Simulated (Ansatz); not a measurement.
# Pt-Os-Pt stack of (111) layers: phonons along a line and the smearing, part 2 of 2

Does Pt-Os-Pt stack of (111) layers have a Kohn anomaly or a soft branch that a wide smearing hides? The first relaxation steps of the session are not shown, so no cell shown is the starting entry, unless a step says so.

Ansatz 0.2.0; DFT PBEsol, scalar-relativistic, plane waves, PAW; PAW set soft_1.

So far. Step 4 (Phonons along a line: Fermi–Dirac smearing of 0.25 eV): Against step 3 (now smearing width 0.25 eV), the free energy moves by -112.7 meV an atom.

## 5. Phonons along a line: Fermi–Dirac smearing of 0.04 eV

Each wavevector is solved by itself, so no interpolation smooths a dip of the branch.

input.yaml reads:

```yaml
crystal:
  lattice:
    - [2.6875918268, 0.0, 0.0]
    - [-1.3437959134, 2.3275227971, 0.0]
    - [0.0, 0.0, 32.6490652006]
  atoms:
    - { symbol: Pt, position: [0.0, 0.0, 0.1680307782] }
    - { symbol: Os, position: [0.3333333333, 0.6666666667, 0.2362170234] }
    - { symbol: Pt, position: [0.6666666667, 0.3333333333, 0.3044032686] }
  periodic: [true, true, false]
kpoints:
  mp_grid: { grid: [18, 18, 1] }
hamiltonian:
  xc: pbesol
  pseudopotentials: { kind: paw, azcp: { folder: soft_1 }, xc_functional: pbe }
scf:
  occupations: { method: fermi_dirac, width: 0.04 }
output:
  eigenvalues: true
phonons:
  method: dfpt
  qpoints:
    - [0, 0, 0]
    - [0.166666667, 0.0, 0.0]
    - [0.333333333, 0.0, 0.0]
    - [0.5, 0.0, 0.0]
```

Narrower smearing comes nearer the zero-temperature value but asks more of the mesh.

On the command line:

```sh
$ ansatz run input.yaml --threads 4 --pin off --max-ram 12288MiB --backend cpu --events-out ev --progress --plain --runs-dir out
```

Numbers of over 12 decimals in the logs are rounded to 6 here.

Output:

```text
[...]
Crystal: 3 atoms, lattice volume = 204.234 Å³
Basis set: ecut = 420 eV, 4027 PW (Γ), exchange–correlation on 36×36×450 points (8 copies of the dense FFT grid, shifted against one another)
Bands: 32, of which v1, the nominal top of the filled ones, is band 26 counted from 1 (25 counted from 0)
Symmetry: 12 space group operations
k-points: 37 of 324 (irreducible under 6 space group operations, time reversal used)
[...]
SCF iter   1: F=—  HF=-36023.856754 eV  |F-HF|=—  |Δ(HF+E_count)|=         —  Δρ=6.58e-2  dr2=2.73e1  ethr=3.10e-3  ⟨swp⟩=16.3  Hψ=10149  notcnv=0  defer=3
[...]
SCF iter  15: F=-36021.354323 eV  HF=-36021.354323 eV  |F-HF|=1.24e-10  |Δ(HF+E_count)|=  5.09e-11  Δρ=2.77e-8  dr2=3.12e-12  ethr=1.00e-12  ⟨swp⟩=20.4  Hψ=10134  notcnv=0
SCF 1 converged in 15 iterations: F = -36021.354323 eV  dr2 = 3.12e-12
[...]
SCF converged after 15 iterations
Free energy (F): -36021.354323 eV
[...]
Internal energy: -36021.329253 eV  (E = F + TS)
E sigma→0 (E₀):  -36021.341788 eV
Entropy (-TS):   -0.025070 eV (-8.357 meV/atom)
Fermi energy:    -5.682675 eV
[...]
--- Band table (eV; the first three rows and the last of 37) ---
  k-point 0: bands = [... 22 lower, -8.6956, -6.8583, -6.8583, -6.8561, -6.6818, -6.6818, -5.4401, -4.6967, ... 2 higher]
  k-point 1: bands = [... 22 lower, -8.6135, -7.5094, -6.9549, -6.8678, -6.6295, -6.2130, -5.7351, -4.6930, ... 2 higher]
  k-point 2: bands = [... 22 lower, -8.3910, -8.0887, -7.3102, -7.1327, -6.5460, -6.1070, -5.3873, -4.6866, ... 2 higher]
  k-point 36: bands = [... 22 lower, -7.1396, -7.1396, -5.9512, -5.9512, -4.6906, 0.1122, 0.1122, 0.4984, ... 2 higher]
[...]
ASR residual: 8.652e-4 → 0.000e0 eV/Å²; symmetrization residual: 2.860e-5 eV/Å²
[...]
ASR residual per site (eV/Å²): 6.61e-4 8.65e-4 6.50e-4
  Γ frequencies (cm⁻¹): 0.00 0.00 0.00 59.05 59.05 102.68 102.68 116.26 177.65
[...]
--- Phonons (arbitrary-q DFPT): 4 explicit q-points ---
[...]
```

It took 13 min on 4 threads of Intel Xeon Platinum 8559C (Emerald Rapids), shared host; peak memory 3.9 GiB.

Each wavevector solved by linear response. Table of frequency by |q| along the line; 7 of 9 lines:

| \|q\| along the line (Å⁻¹) | mode 1 (cm⁻¹) | mode 2 (cm⁻¹) | mode 3 (cm⁻¹) | mode 4 (cm⁻¹) | mode 5 (cm⁻¹) | mode 6 (cm⁻¹) | mode 7 (cm⁻¹) |
| --- | --- | --- | --- | --- | --- | --- | --- |
| 0.000 | 0 | 0 | 0 | 59.0 | 59.0 | 103 | 103 |
| 0.450 | 40.0 | 60.4 | 78.1 | 81.7 | 108 | 116 | 119 |
| 0.900 | 67.7 | 93.5 | 96.6 | 111 | 115 | 128 | 156 |
| 1.350 | 48.3 | 107 | 120 | 125 | 127 | 135 | 146 |

Against step 3 (now smearing width 0.04 eV), the free energy moves by +20.4 meV an atom.

## 6. Phonons along a line: Methfessel–Paxton smearing of 0.2 eV

The smearing blurs the Fermi surface that screens the phonons; a Methfessel–Paxton width blurs it less than a thermal one.

Changes to input.yaml since step 5:

```diff
@@ -16,3 +16,3 @@
 scf:
-  occupations: { method: fermi_dirac, width: 0.04 }
+  occupations: { method: methfessel_paxton, width: 0.2 }
 output:
```

Output:

```text
[...]
Crystal: 3 atoms, lattice volume = 204.234 Å³
Basis set: ecut = 420 eV, 4027 PW (Γ), exchange–correlation on 36×36×450 points (8 copies of the dense FFT grid, shifted against one another)
Bands: 32, of which v1, the nominal top of the filled ones, is band 26 counted from 1 (25 counted from 0)
Symmetry: 12 space group operations
k-points: 37 of 324 (irreducible under 6 space group operations, time reversal used)
[...]
SCF iter   1: F=—  HF=-36023.843552 eV  |F-HF|=—  |Δ(HF+E_count)|=         —  Δρ=6.57e-2  dr2=2.71e1  ethr=3.10e-3  ⟨swp⟩=14.2  Hψ=9574  notcnv=0
[...]
SCF iter  15: F=-36021.342900 eV  HF=-36021.342900 eV  |F-HF|=5.09e-11  |Δ(HF+E_count)|=  3.13e-10  S|Δr|=    0.00e0  Δρ=2.30e-8  dr2=1.47e-12  ethr=1.00e-12  ⟨swp⟩=21.3  Hψ=10325  notcnv=0
SCF 1 converged in 15 iterations: F = -36021.342900 eV  dr2 = 1.47e-12
[...]
SCF converged after 15 iterations
Stability not checked: this state was not tested for a lower state beside it, because cold or Methfessel-Paxton smearing, or corrected tetrahedra, fill the levels in a way that the test cannot read (fill_not_monotonic; see scf.lower_state_search)
Free energy (F): -36021.342900 eV
[...]
Internal energy: -36021.341729 eV  (E = F + TS)
E sigma→0 (E₀):  -36021.342607 eV
Entropy (-TS):   -0.001171 eV (-0.390 meV/atom)
Fermi energy:    -5.674885 eV
[...]
--- Band table (eV; the first three rows and the last of 37) ---
  k-point 0: bands = [... 22 lower, -8.6819, -6.8485, -6.8476, -6.8476, -6.6698, -6.6698, -5.4323, -4.6841, ... 2 higher]
  k-point 1: bands = [... 22 lower, -8.5999, -7.5001, -6.9439, -6.8563, -6.6177, -6.2039, -5.7254, -4.6803, ... 2 higher]
  k-point 2: bands = [... 22 lower, -8.3777, -8.0793, -7.2988, -7.1216, -6.5340, -6.0968, -5.3779, -4.6740, ... 2 higher]
  k-point 36: bands = [... 22 lower, -7.1269, -7.1269, -5.9400, -5.9400, -4.6782, 0.1228, 0.1228, 0.5106, ... 2 higher]
[...]
ASR residual: 2.035e-4 → 0.000e0 eV/Å²; symmetrization residual: 2.286e-5 eV/Å²
[...]
ASR residual per site (eV/Å²): 1.26e-4 2.03e-4 1.70e-4
  Γ frequencies (cm⁻¹): 0.00 0.00 0.00 59.01 59.01 102.84 102.84 116.10 177.42
[...]
--- Phonons (arbitrary-q DFPT): 4 explicit q-points ---
[...]
```

Elapsed: 13 min, on 4 threads; peak memory 3.9 GiB; 48 min of CPU time.

Each wavevector solved by linear response. The frequency by |q| along the line; 7 of 9 lines:

| \|q\| along the line (Å⁻¹) | mode 1 (cm⁻¹) | mode 2 (cm⁻¹) | mode 3 (cm⁻¹) | mode 4 (cm⁻¹) | mode 5 (cm⁻¹) | mode 6 (cm⁻¹) | mode 7 (cm⁻¹) |
| --- | --- | --- | --- | --- | --- | --- | --- |
| 0.000 | 0 | 0 | 0 | 59.0 | 59.0 | 103 | 103 |
| 0.450 | 39.9 | 60.1 | 77.8 | 81.2 | 107 | 116 | 119 |
| 0.900 | 66.8 | 93.3 | 96.4 | 111 | 114 | 128 | 155 |
| 1.350 | 44.2 | 108 | 121 | 125 | 127 | 135 | 143 |

Against step 3 (now occupations Methfessel-Paxton and smearing width 0.2 eV), the free energy moves by +24.3 meV an atom.

## 7. Smearing and the soft branch

Lowest frequency against |q| along the line:

| \|q\| along the line (Å⁻¹) | fermi dirac 0.1 eV, k 18x18x1 (cm⁻¹) | fermi dirac 0.25 eV, k 18x18x1 (cm⁻¹) | fermi dirac 0.04 eV, k 18x18x1 (cm⁻¹) | methfessel paxton 0.2 eV, k 18x18x1 (cm⁻¹) |
| --- | --- | --- | --- | --- |
| 0.000 | 0 | 0 | 0 | 0 |
| 0.450 | 40.1 | 39.8 | 40.0 | 39.9 |
| 0.900 | 68.6 | 72.2 | 67.7 | 66.8 |
| 1.350 | 55.2 | 69.8 | 48.3 | 44.2 |

## 8. Results

```yaml
phonon_run_of_the_rows_without_a_label_of_their_own: PBEsol, k 18×18×1
lowest_branch_at_the_last_solved_point_fermi_dirac_0p1_ev: 55.2 cm⁻¹ at |q| = 1.35 Å⁻¹
lowest_branch_at_the_last_solved_point_fermi_dirac_0p25_ev: 69.8 cm⁻¹ at |q| = 1.35 Å⁻¹
lowest_branch_at_the_last_solved_point_fermi_dirac_0p04_ev: 48.3 cm⁻¹ at |q| = 1.35 Å⁻¹
lowest_branch_at_the_last_solved_point_methfessel_paxton_0p2_ev: 44.2 cm⁻¹ at |q| = 1.35 Å⁻¹
```

In words: A branch softens as the smearing narrows, the mark of a Kohn anomaly. The line holds 4 wavevectors, so a narrow dip between them would be missed. Between Fermi–Dirac 0.25 eV and Fermi–Dirac 0.04 eV the largest change, with modes counted by rank of frequency, is in mode 1 at |q| = 1.35 Å⁻¹, from 69.8 to 48.3 cm⁻¹, a softening that marks strong screening by the Fermi surface at that wavevector. Where branches cross, a count by rank can hide a softening. At the narrowest width the k mesh may not resolve the Fermi surface, so part of the change can be mesh noise. Spin–orbit coupling, left out here, matters for Os and Pt. The PAW files were made for PBE; under other functionals the run regenerates their frozen core. The structure was built by hand as an ordered model, and its stability against other phases was not tested.

[Logs are printed without paths, hosts, clocks, repeated set-up lines and the standing remarks that a program may print on its own settings, such as how far it seeks lower states.]

[Hosts, paths, dates, database ids (printed as entryN), source tags and the programs' standing remarks are cut or masked in the printed files.]
